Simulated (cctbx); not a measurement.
# Diagnosing a refinement

Cell a = 12.2390 Å, b = 12.2390 Å, c = 12.2390 Å, α = 90.00°, β = 90.00°, γ = 90.00°; space group I23 (no. 197). The compound is Eu4Ga6Pb19.

The data are simulated with cctbx, not measured: Mo Kα, λ = 0.71073 Å, to d = 0.6 Å, 50 % of the full sphere, strongest reflection 70000 counts, noise from counting, a 4 % proportional error and a noise floor of 8 counts (s.d.); no absorption, and some extinction, which the refinements don't model.

An anisotropic refinement with weights 1/σ² prints:

```text
Rint 0.034, 1500 unique reflections to 0.60 A
cycle     R1     wR2    GooF  max shift (A)
   1  0.1081  0.3360  13.375   0.00935
   2  0.1145  0.3168  12.611   0.00002
final R1 0.1145 wR2 0.3168 GooF 12.611  parameters 18  data/parameter 83.3
atom        x        y        z      Ueq    occ   su(xyz)  su(Uiso or U11)
Pb1    0.66503  0.28077  0.96421   0.0079  1.000  0.00013  0.0006
Pb2    0.00000  0.00000  0.00000   0.0098  1.000  0.00000  0.0008
Pb3    0.30604  0.00000  0.00000   0.0086  1.000  0.00016  0.0007
Eu1    0.16944  0.16944  0.83056   0.0135  1.000  0.00021  0.0006
difference map: max 98.63 min -7.44 rms 3.57
Q1    0.0000  0.3779  0.5000   12   98.63  2.77 A from Pb1
Q2    0.0000  0.0000  0.3076   12   41.78  0.02 A from Pb3
Q3    0.0000  0.0000  0.0000    2   37.41  0.00 A from Pb2
Q4    0.0362  0.3353  0.2838   24   35.62  0.04 A from Pb1
Q5    0.1754  0.1754  0.8246    8   28.90  0.13 A from Eu1
Q6    0.0000  0.3007  0.5000   12   13.49  2.29 A from Pb1
```

**Question.** Can this result stand? If not, what is the likely fault?

Mend it. The fault: an atom left out, Ga at (0.1221, 0, 1/2). Against the right model at the same level, R1 goes from 0.0101 to 0.1145 and GooF from 0.97 to 12.61, U of Pb1 shrinks from 0.0116 to 0.0079 Å², U of Pb3 shrinks from 0.0116 to 0.0086 Å², U of Pb2 shrinks from 0.0129 to 0.0098 Å² and the top difference peak, 98.6 e/Å³, lies 2.77 Å from Pb1. Q1 is the missing atom. With scattering power missing, scale and phases suffer, so peaks may also grow on the heavy atoms.

The compound is Eu4Ga6Pb19. The right model at the same level gives:

```text
Rint 0.034, 1500 unique reflections to 0.60 A
cycle     R1     wR2    GooF  max shift (A)
   1  0.0102  0.0244   0.973   0.00009
   2  0.0101  0.0242   0.966   0.00000
final R1 0.0101 wR2 0.0242 GooF 0.966  parameters 23  data/parameter 65.2
atom        x        y        z      Ueq    occ   su(xyz)  su(Uiso or U11)
Pb1    0.66502  0.28099  0.96420   0.0116  1.000  0.00001  0.0000
Pb2    0.00000  0.00000  0.00000   0.0129  1.000  0.00000  0.0001
Pb3    0.30610  0.00000  0.00000   0.0116  1.000  0.00001  0.0001
Eu1    0.16988  0.16988  0.83012   0.0173  1.000  0.00002  0.0000
Ga1    0.12209  0.00000  0.50000   0.0212  1.000  0.00005  0.0002
Flack x: 0.002(6)
Hooft y: 0.004(6)  Bijvoet pairs: 667
difference map: max 0.96 min -0.80 rms 0.20
Q1    0.0440  0.0440  0.0440    8    0.96  0.93 A from Pb2
Q2    0.0203  0.1252  0.1118   24    0.75  2.07 A from Pb2
Q3    0.0800  0.0800  0.0800    8    0.72  1.70 A from Pb2
Q4    0.0748  0.0748  0.9252    8    0.68  1.58 A from Pb2
Q5    0.0337  0.2560  0.2670   24    0.67  0.98 A from Pb1
Q6    0.0048  0.0790  0.1389   24    0.66  1.96 A from Pb2
```

The model was made for the exercise: a known structure type with other elements put in, its volume estimated, not relaxed; displacement parameters are assumed.

[Middle refinement cycles are left out of these outputs.]

[Logs are printed without paths, hosts, clocks, repeated set-up lines and the standing remarks that a program may print on its own settings, such as how far it seeks lower states.]
